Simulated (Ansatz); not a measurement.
## (PbSe)3(SnTe)1 [001] superlattice, started as rocksalt type: following an unstable mode

Which phase does (PbSe)3(SnTe)1 [001] superlattice, started as rocksalt type fall into along its unstable mode, and how much energy does it gain?

Method: DFT LDA, scalar-relativistic, plane waves, PAW, in Ansatz 0.2.0.

The structure was built from a prototype and need not be the compound's stable phase.

**1. Starting point**

Symmetry: P4/mmm, No. 123, tetragonal system. Conventional cell: a = 4.307 Å, b = 4.307 Å, c = 12.194 Å, α = 90.00°, β = 90.00°, γ = 90.00°. Nearest to Pb lie 5 Se at 2.97 to 3.05 Å and 1 Te at 3.13 Å. Pb has 6 Se at 3.05 to 3.08 Å nearest. Nearest to Se lie 1 Sn at 3.02 Å and 5 Pb at 3.05 to 3.08 Å. Nearest to Se lie 6 Pb at 2.97 to 3.05 Å. Nearest to Sn lie 2 Se at 3.02 Å and 4 Te at 3.05 Å. Te has 4 Sn at 3.05 Å and 2 Pb at 3.13 Å nearest. Farther neighbours and most contacts between anions are not listed.

**2. Zone-centre response**

The cell comes from relaxations at this level that are not shown. The zone centre is the only wavevector solved here; it holds the modes that light can see, as far as symmetry allows. No field response is asked, since the mesh shows no gap.

Input file input.yaml:

```yaml
crystal:
  lattice:
    - [3.0456738379, 3.0456738379, 0.0]
    - [-3.0456738379, 3.0456738379, 0.0]
    - [0.0, 0.0, 12.1942266317]
  atoms:
    - { symbol: Pb, position: [0.0, 0.0, 0.0066638121] }
    - { symbol: Pb, position: [0.5, 0.5, 0.25] }
    - { symbol: Pb, position: [0.0, 0.0, 0.4933361879] }
    - { symbol: Se, position: [0.5, 0.5, -0.0023872511] }
    - { symbol: Se, position: [1.0, 0.0, 0.25] }
    - { symbol: Se, position: [0.5, 0.5, 0.5023872511] }
    - { symbol: Sn, position: [0.5, 0.5, 0.75] }
    - { symbol: Te, position: [1.0, 0.0, 0.75] }
kpoints:
  mp_grid: { grid: [8, 8, 4] }
hamiltonian:
  xc: lda
scf:
  occupations: { method: methfessel_paxton, width: 0.15 }
output:
  eigenvalues: true
phonons:
  method: dfpt
```

Run with:

```console
ansatz run input.yaml --threads 8 --pin off --max-ram 14336MiB --backend cpu --events-out ev --progress --plain --runs-dir out
```

Numbers of over 12 decimals in the logs are rounded to 6 here.

The log of the run:

```text
zone centre: on kpoints.mp_grid the ground state, and the responses unless they are solved on pairs of k-points, stand on 63 of the mesh's 256 k-points, reduced under 4 symmetry operations, with k and −k counted as one. Each operation leaves every solved displacement unchanged or reverses it
Engine: ansatz 0.2.0, aarch64-unknown-linux-gnu
Pseudopotentials: kind: paw
Pseudopotential: Pb, paw, valence charge 14, recommended cutoff 420 eV (normal), Pb.paw.azcp
Pseudopotential: Se, paw, valence charge 16, recommended cutoff 420 eV (normal), Se.paw.azcp
Pseudopotential: Sn, paw, valence charge 14, recommended cutoff 420 eV (normal), Sn.paw.azcp
Pseudopotential: Te, paw, valence charge 16, recommended cutoff 420 eV (normal), Te.paw.azcp
Functional definition: SPW92
  exchange = slater_x
  correlation = pw_c
Crystal: 8 atoms, lattice volume = 226.230 Å³
Basis set: ecut = 420 eV, 4361 PW (Γ), exchange–correlation on 60×60×180 points (8 copies of the dense FFT grid, shifted against one another)
Bands: 72, of which v1, the nominal top of the filled ones, is band 60 counted from 1 (59 counted from 0)
Symmetry: 16 space group operations
k-points: 63 of 256 (irreducible under 4 space group operations, time reversal used)
Non-local potential: Pb, projectors of the file, l = 0: 2, l = 1: 2, l = 2: 2, l = 3: 2
Non-local potential: Se, projectors of the file, l = 0: 2, l = 1: 2, l = 2: 3, l = 3: 1
Non-local potential: Sn, projectors of the file, l = 0: 2, l = 1: 2, l = 2: 2, l = 3: 2
Non-local potential: Te, projectors of the file, l = 0: 2, l = 1: 2, l = 2: 2, l = 3: 2
PAW form: soft (Blöchl's): semilocal exchange-correlation on the pseudo side does not see the compensation charge
PAW frozen core: Pb, regenerated for the run's functional, and the local potential with it (the file was generated under x = pbe(κ = 0.804, μ = 0.219515), c = pbe(β = 0.066725))
PAW frozen core: Se, regenerated for the run's functional, and the local potential with it (the file was generated under x = pbe(κ = 0.804, μ = 0.219515), c = pbe(β = 0.066725))
PAW frozen core: Sn, regenerated for the run's functional, and the local potential with it (the file was generated under x = pbe(κ = 0.804, μ = 0.219515), c = pbe(β = 0.066725))
PAW frozen core: Te, regenerated for the run's functional, and the local potential with it (the file was generated under x = pbe(κ = 0.804, μ = 0.219515), c = pbe(β = 0.066725))
PAW one-centre angular grid: Pb, 590 points (default); XC on 64 Gauss nodes
PAW one-centre angular grid: Se, 590 points (default); XC on 64 Gauss nodes
PAW one-centre angular grid: Sn, 590 points (default); XC on 64 Gauss nodes
PAW one-centre angular grid: Te, 590 points (default); XC on 64 Gauss nodes
Initial density: superposition of atomic densities (neutral atoms: chi_scale 0, normalization atom), corrected by the library's trained network
Initial wavefunctions: pseudopotential atomic-orbital guess
Functional: x = slater, c = lda
SCF iter   1: F=—  HF=-63667.149486 eV  |F-HF|=—  |Δ(HF+E_count)|=         —  Δρ=4.75e-3  dr2=4.43e-2  ethr=1.77e-3  ⟨swp⟩=7.7  Hψ=18377  notcnv=0
preconditioner: auto → Kerker (q_TF=auto, 2.455 Å⁻¹)  [metal: Δε(μ)=0.044 eV  Ē_g=14.900 eV  σ=0.150 eV  W_gap=0.24  n_scr=56 (ndim 8)  ℏωp=22.1 eV  f_vac=0.013  D(μ)=0.28/eV (n_scr^D=0)]
SCF iter   2: F=—  HF=-63667.135451 eV  |F-HF|=—  |Δ(HF+E_count)|=   1.40e-2  S|Δr|=    0.00e0  Δρ=2.72e-3  dr2=1.85e-2  ethr=3.69e-5  ⟨swp⟩=1.7  Hψ=5617  notcnv=0
SCF iter   3: F=—  HF=-63667.130971 eV  |F-HF|=—  |Δ(HF+E_count)|=   4.48e-3  S|Δr|=    0.00e0  Δρ=5.23e-4  dr2=3.72e-3  ethr=1.54e-5  ⟨swp⟩=2.1  Hψ=6606  notcnv=0
SCF iter   4: F=—  HF=-63667.130490 eV  |F-HF|=—  |Δ(HF+E_count)|=   4.81e-4  S|Δr|=    0.00e0  Δρ=2.46e-4  dr2=1.41e-3  ethr=3.10e-6  ⟨swp⟩=2.1  Hψ=7532  notcnv=0
SCF iter   5: F=—  HF=-63667.130249 eV  |F-HF|=—  |Δ(HF+E_count)|=   2.41e-4  S|Δr|=    0.00e0  Δρ=1.33e-4  dr2=4.02e-4  ethr=1.18e-6  ⟨swp⟩=2.3  Hψ=7532  notcnv=0
SCF iter   6: F=—  HF=-63667.130201 eV  |F-HF|=—  |Δ(HF+E_count)|=   4.77e-5  S|Δr|=    0.00e0  Δρ=7.46e-5  dr2=1.43e-4  ethr=3.35e-7  ⟨swp⟩=2.0  Hψ=7506  notcnv=0
SCF iter   7: F=—  HF=-63667.130181 eV  |F-HF|=—  |Δ(HF+E_count)|=   2.00e-5  S|Δr|=    0.00e0  Δρ=4.65e-5  dr2=1.73e-5  ethr=1.19e-7  ⟨swp⟩=2.0  Hψ=7913  notcnv=0
SCF iter   8: F=—  HF=-63667.130180 eV  |F-HF|=—  |Δ(HF+E_count)|=   1.74e-6  S|Δr|=    0.00e0  Δρ=2.24e-5  dr2=2.17e-6  ethr=1.44e-8  ⟨swp⟩=2.0  Hψ=7967  notcnv=0
SCF iter   9: F=—  HF=-63667.130214 eV  |F-HF|=—  |Δ(HF+E_count)|=   3.46e-5  S|Δr|=    0.00e0  Δρ=7.26e-6  dr2=7.74e-7  ethr=1.81e-9  ⟨swp⟩=2.0  Hψ=8089  notcnv=0
SCF iter  10: F=—  HF=-63667.130214 eV  |F-HF|=—  |Δ(HF+E_count)|=   1.58e-7  S|Δr|=    0.00e0  Δρ=4.33e-6  dr2=1.40e-7  ethr=6.45e-10  ⟨swp⟩=2.0  Hψ=7937  notcnv=0
SCF iter  11: F=—  HF=-63667.130214 eV  |F-HF|=—  |Δ(HF+E_count)|=   5.35e-8  S|Δr|=    0.00e0  Δρ=1.75e-6  dr2=2.06e-8  ethr=1.16e-10  ⟨swp⟩=2.0  Hψ=7967  notcnv=0
SCF iter  12: F=—  HF=-63667.130214 eV  |F-HF|=—  |Δ(HF+E_count)|=   5.97e-9  S|Δr|=    0.00e0  Δρ=6.29e-7  dr2=2.30e-9  ethr=1.71e-11  ⟨swp⟩=2.0  Hψ=7955  notcnv=0
SCF iter  13: F=—  HF=-63667.130214 eV  |F-HF|=—  |Δ(HF+E_count)|=  3.64e-10  S|Δr|=    0.00e0  Δρ=2.58e-7  dr2=4.68e-10  ethr=1.92e-12  ⟨swp⟩=2.0  Hψ=7019  notcnv=0
SCF iter  14: F=—  HF=-63667.130214 eV  |F-HF|=—  |Δ(HF+E_count)|=  1.60e-10  S|Δr|=    0.00e0  Δρ=9.13e-8  dr2=4.27e-11  ethr=1.00e-12  ⟨swp⟩=2.4  Hψ=6520  notcnv=0
SCF iter  15: F=-63667.130214 eV  HF=-63667.130214 eV  |F-HF|=7.28e-12  |Δ(HF+E_count)|=  2.18e-11  S|Δr|=    0.00e0  Δρ=4.47e-8  dr2=9.62e-12  ethr=1.00e-12  ⟨swp⟩=11.9  Hψ=26403  notcnv=0
SCF 1 converged in 15 iterations: F = -63667.130214 eV  dr2 = 9.62e-12
  greatest PAW one-centre occupation: 1.000 electrons in one spin orbital (limit 2), on the Se atom at site 4 (counted from 0), in its partial waves of l = 2
DFPT response loops at Γ: preconditioner auto → Kerker (q_TF=auto, 2.455 Å⁻¹) (partly filled bands, converged f_vac=0.012); β = 1.00, the filter's whole step (`scf.mixing.beta` (0.50) is not read by the response loops under this deck's `scf.mixing.preconditioner`; to damp them name `kerker` or `kerker_dos`, under which they read `scf.mixing.beta`, and type it under 1.00, their step now; both keys bind the ground state too); Broyden in place of MSR1
SCF converged after 15 iterations
Stability not checked: this state was not tested for a lower state beside it, because cold or Methfessel-Paxton smearing, or corrected tetrahedra, fill the levels in a way that the test cannot read (fill_not_monotonic; see scf.lower_state_search)
Free energy (F): -63667.130214 eV
Harris-Foulkes:  -63667.130214 eV  (|F-HF|=7.28e-12)
Internal energy: -63667.131473 eV  (E = F + TS)
E sigma→0 (E₀):  -63667.130529 eV
Entropy (-TS):   0.001259 eV (0.157 meV/atom)
Fermi energy:    9.550753 eV
--- Per-component energies (eV) ---
  E_band       = -1614.655726
  E_kinetic    = 1593.611988
  E_local      = -12566.925712  (includes V_loc(G=0)·N_el)
  E_nonlocal   = -1038.449296
  E_hartree    = 6197.099105
  E_xc         = -1475.729965
  E_vxc        = -904.802051  (∫ρ·V_xc dr)
  E_paw        = -44284.727740  (= ΣΔE_a)
  E_vpaw       = -1092.286903  (= ΣTr[D̂ρ^β])
  E_aug_tail   = -0.001983  (compensation charges beyond the density's cutoff)
  E_ewald      = -12099.530376
  E_core_change = 7.522505  (= ΣΔE_core)
  E_smearing   = 0.001259  (= −TS)
  E_closure    = 0.000000  (closes the sum)
  Σ components = -63667.130214   (vs F -63667.130214, Δ=0.00e0)
--- Band table (eV; the first three rows and the last of 63) ---
  k-point 0: bands = [... 56 lower, 7.3843, 7.3843, 7.5979, 7.7372, 11.6468, 11.7157, 12.4031, 13.2679, ... 8 higher]
  k-point 1: bands = [... 56 lower, 7.3201, 7.3201, 7.6525, 8.5596, 10.9500, 12.4286, 12.9166, 12.9775, ... 8 higher]
  k-point 2: bands = [... 56 lower, 7.1956, 7.1956, 8.1749, 8.4443, 11.4629, 11.8404, 12.4600, 12.9649, ... 8 higher]
  k-point 62: bands = [... 56 lower, 6.8203, 6.8624, 7.0724, 7.1577, 12.7301, 12.8263, 12.9633, 12.9633, ... 8 higher]
--- Phonons (Γ-DFPT): 12 representative perturbations + reference, on 63 of 256 k-points (Σ response iterations 37) ---
  k mesh reduced under 4 symmetry operations, with k and −k counted as one. Each operation leaves every solved displacement unchanged or reverses it
  ASR residual: 1.064e-4 → 0.000e0 eV/Å²; symmetrization residual: 5.381e-5 eV/Å²
  ASR residual per site (eV/Å²): 6.13e-5 1.06e-4 6.13e-5 5.25e-5 2.57e-5 5.25e-5 5.50e-5 7.87e-5
  Γ frequencies (cm⁻¹): -26.97 0.00 0.00 0.00 25.11 25.11 26.85 26.85 31.46 31.46 54.74 54.74 57.66 75.10 75.10 76.77 76.77 77.39 82.55 93.79 93.79 94.65 117.13 130.19
  non-analytic LO–TO correction: not included (Born effective charges unavailable; polar crystals: no LO–TO splitting at Γ)
```

It took 3.8 min on 8 threads of Arm Neoverse V2, shared host; peak memory 3.8 GiB; 30 min of CPU time.

The column dr2 measures how far the density is from self-consistency, as an energy; F and HF (Harris–Foulkes) agree once it is small.

This step gave:

```yaml
volume_per_atom: 28.28 Å³
gap_on_the_k_mesh: 0 eV
sum_rule_residual_before_enforcement: 1.06e-4 eV/Å²
point_group: 4/mmm
highest_optical_mode_at_the_zone_centre_no_lo_to_term: 130.2 cm⁻¹
lowest_optical_zone_centre_mode: -26.97 cm⁻¹
```

Patterns of degenerate modes are one choice out of their space. The modes at Γ (shares of kinetic energy by element, %) (negative means imaginary):

```
mode  frequency (cm⁻¹)  symmetry  Pb %  Se %  Sn %  Te %
   1             -27.0       A2u    24    39    32     5
   2               0.0  acoustic    56    21    11    12
   3               0.0  acoustic    56    21    11    12
   4               0.0  acoustic    56    21    11    12
   5              25.1        Eg    88    12     0     0
   6              25.1        Eg    88    12     0     0
   7              26.9        Eu    32     1    27    39
   8              26.9        Eu    32     1    27    39
   9              31.5        Eu    85    14     0     0
  10              31.5        Eu    85    14     0     0
  11              54.7        Eu    14    68    17     0
  12              54.7        Eu    14    68    17     0
  13              57.7       A2u    58    38     2     2
  14              75.1        Eu    10    86     4     0
  15              75.1        Eu    10    86     4     0
  16              76.8        Eg    12    88     0     0
  17              76.8        Eg    12    88     0     0
  18              77.4       A2u    41     1    52     6
  19              82.5       A1g    90    10     0     0
  20              93.8        Eu     2     8    41    49
  21              93.8        Eu     2     8    41    49
  22              94.7       A2u    20    28     2    50
  23             117.1       A1g    10    90     0     0
  24             130.2       A2u     1    72     1    26
```

Displacements in mode 1 (-27.0 cm⁻¹), the largest set to 1:
```
Pb1  0.00  0.00 -0.07
Pb2  0.00  0.00  0.64
Pb3  0.00  0.00 -0.07
Se4  0.00  0.00 -0.90
Se5  0.00  0.00 -0.41
Se6  0.00  0.00 -0.90
Sn7  0.00  0.00  1.00
Te8  0.00  0.00 -0.39
```

Displacements in mode 9 (31.5 cm⁻¹), the largest set to 1:
```
Pb1 -0.56  0.00  0.00
Pb2  1.00  0.00  0.00
Pb3 -0.56  0.00  0.00
Se4 -0.15  0.00  0.00
Se5  0.83  0.00  0.00
Se6 -0.15  0.00  0.00
Sn7 -0.09  0.00  0.00
Te8 -0.02  0.00  0.00
```

Before it was imposed, the acoustic sum rule was missed by 1.1e-4 eV/Å². Small misses are needed for a sound result but don't prove that mesh and cutoff are converged. The lowest optical mode is imaginary, 27.0i cm⁻¹, so the energy falls along it.

**3. The mode frozen in, largest atomic shift 0 Å**

The mode followed lies at Γ with frequency 27.0i cm⁻¹, the softest among the wavevectors solved. At small amplitude the distorted cell has space group no. 99 by a symmetry search on the positions. The undistorted cell that holds it gives the zero of energy on the same k mesh.

Input file input.yaml:

```yaml
crystal:
  lattice:
    - [3.0456738379, 3.0456738379, 0.0]
    - [-3.0456738379, 3.0456738379, 0.0]
    - [0.0, 0.0, 12.1942266317]
  atoms:
    - { symbol: Pb, position: [0.0, 0.0, 0.0066638121] }
    - { symbol: Pb, position: [0.5, 0.5, 0.25] }
    - { symbol: Pb, position: [0.0, 0.0, 0.4933361879] }
    - { symbol: Se, position: [0.5, 0.5, 0.9976127489] }
    - { symbol: Se, position: [0.0, 0.0, 0.25] }
    - { symbol: Se, position: [0.5, 0.5, 0.5023872511] }
    - { symbol: Sn, position: [0.5, 0.5, 0.75] }
    - { symbol: Te, position: [0.0, 0.0, 0.75] }
kpoints:
  mp_grid: { grid: [8, 8, 4] }
hamiltonian:
  xc: lda
scf:
  occupations: { method: methfessel_paxton, width: 0.15 }
output:
  forces: true
  stress: true
  eigenvalues: true
```

The log of the run:

```text
[...]
Crystal: 8 atoms, lattice volume = 226.230 Å³
Basis set: ecut = 420 eV, 4361 PW (Γ)
Bands: 72, of which v1, the nominal top of the filled ones, is band 60 counted from 1 (59 counted from 0)
Symmetry: 16 space group operations
[...]
k-points: 45 of 256
[...]
k-point 0: bands = [... 56 lower, 7.3843, 7.3843, 7.5978, 7.7372, 11.6468, 11.7157, 12.4031, 13.2679, ... 7 higher]
  k-point 1: bands = [... 56 lower, 7.3200, 7.3200, 7.6525, 8.5596, 10.9500, 12.4286, 12.9166, 12.9775, ... 7 higher]
  k-point 2: bands = [... 56 lower, 7.1956, 7.1956, 8.1749, 8.4443, 11.4628, 11.8404, 12.4600, 12.9649, ... 7 higher]
  k-point 44: bands = [... 56 lower, 6.8204, 6.8624, 7.0724, 7.1577, 12.7301, 12.8263, 12.9633, 12.9633, ... 7 higher]
[key lines of the parts left out:]
SCF converged after 11 iterations
Free energy (F): -63667.130212 eV
Fermi energy:    9.550749 eV
P = ⅓ Tr σ = 0.0019 GPa (0.019 kbar)
```

It took 6.6 s on 8 threads; peak memory 1.3 GiB; 50 s of CPU time.

Numbers from this step:

```yaml
pressure: 0.001928 GPa
energy_from_the_undistorted_cell: 0 meV/atom
```

The run ends at a pressure of 0.00 GPa, with forces up to 9.9e-4 eV/Å.

**4. The mode frozen in, largest atomic shift 0.04 Å**

The atoms are moved along the unstable eigenvector, the largest shift by 0.04 Å, with the cell fixed.

input.yaml, the sections that differ from step 3:

```yaml
crystal:
  lattice:
    - [3.0456738379, 3.0456738379, 0.0]
    - [-3.0456738379, 3.0456738379, 0.0]
    - [0.0, 0.0, 12.1942266317]
  atoms:
    - { symbol: Pb, position: [0.0, 0.0, 0.0068861551] }
    - { symbol: Pb, position: [0.5, 0.5, 0.2478886612] }
    - { symbol: Pb, position: [0.0, 0.0, 0.4935585309] }
    - { symbol: Se, position: [0.5, 0.5, 1.0005640668] }
    - { symbol: Se, position: [0.0, 0.0, 0.251355882] }
    - { symbol: Se, position: [0.5, 0.5, 0.5053385691] }
    - { symbol: Sn, position: [0.5, 0.5, 0.7467197592] }
    - { symbol: Te, position: [0.0, 0.0, 0.7512657948] }
# kpoints, hamiltonian, scf, output: as in step 3
```

The log of the run:

```text
[...]
Crystal: 8 atoms, lattice volume = 226.230 Å³
Basis set: ecut = 420 eV, 4361 PW (Γ)
Bands: 72, of which v1, the nominal top of the filled ones, is band 60 counted from 1 (59 counted from 0)
Symmetry: 8 space group operations
[...]
k-points: 45 of 256 (time reversal used)
[...]
k-point 0: bands = [... 56 lower, 7.3856, 7.3856, 7.5880, 7.7498, 11.6111, 11.7592, 12.4036, 13.2683, ... 7 higher]
  k-point 1: bands = [... 56 lower, 7.3214, 7.3214, 7.6490, 8.5569, 10.9562, 12.4292, 12.9192, 12.9869, ... 7 higher]
  k-point 2: bands = [... 56 lower, 7.1977, 7.1977, 8.1712, 8.4394, 11.4714, 11.8478, 12.4607, 12.9646, ... 7 higher]
  k-point 44: bands = [... 56 lower, 6.8204, 6.8596, 7.0709, 7.1580, 12.7437, 12.8425, 12.9511, 12.9511, ... 7 higher]
[key lines of the parts left out:]
SCF converged after 11 iterations
Free energy (F): -63667.130815 eV
Fermi energy:    9.560520 eV
P = ⅓ Tr σ = 0.0354 GPa (0.354 kbar)
```

Wall time 10 s (8 threads); peak memory 1.2 GiB; 81 s of CPU time.

Numbers from this step:

```yaml
pressure: 0.03538 GPa
energy_from_the_undistorted_cell: -0.07 meV/atom
```

The energy, extrapolated to zero smearing, is -0.07 meV/atom against the undistorted cell.

The run ends at a pressure of 0.04 GPa, with forces up to 0.0100 eV/Å.

**5. Energy along the mode, all amplitudes (two of the runs are shown above)**

An imaginary frequency means negative curvature, so the energy should fall and then rise again as anharmonic terms take over.

This step gave:

| Property | Result |
| --- | --- |
| depth at the lowest point sampled | 0.07 meV/atom |
| largest atomic shift at that point | 0.04 Å |

Table of energy from the parent by largest atomic shift:

```
largest atomic shift (Å)  energy from the parent (meV/atom)
                  0.0000                                  0
                  0.0400                              -0.07
                  0.0800                              -0.03
                  0.1400                               1.98
                  0.2200                               15.6
```

Displacement at unit largest shift by atom:

```
atom  x (Å)  y (Å)  z (Å)  size
 Pb1   0.00   0.00   0.07  0.07
 Pb2   0.00   0.00  -0.64  0.64
 Pb3   0.00   0.00   0.07  0.07
 Se4   0.00   0.00   0.90  0.90
 Se5   0.00   0.00   0.41  0.41
 Se6   0.00   0.00   0.90  0.90
 Sn7   0.00   0.00  -1.00  1.00
 Te8   0.00   0.00   0.39  0.39
```

The lowest of the steps tried is at 0.04 Å, 0.07 meV/atom below the parent; the bottom of the well need not coincide with a step.

(Continued in part 2 of 2.)

[Logs are printed without paths, hosts, clocks, repeated set-up lines and the standing remarks that a program may print on its own settings, such as how far it seeks lower states.]

[Hosts, paths, dates, database ids (printed as entryN), source tags and the programs' standing remarks are cut or masked in the printed files.]
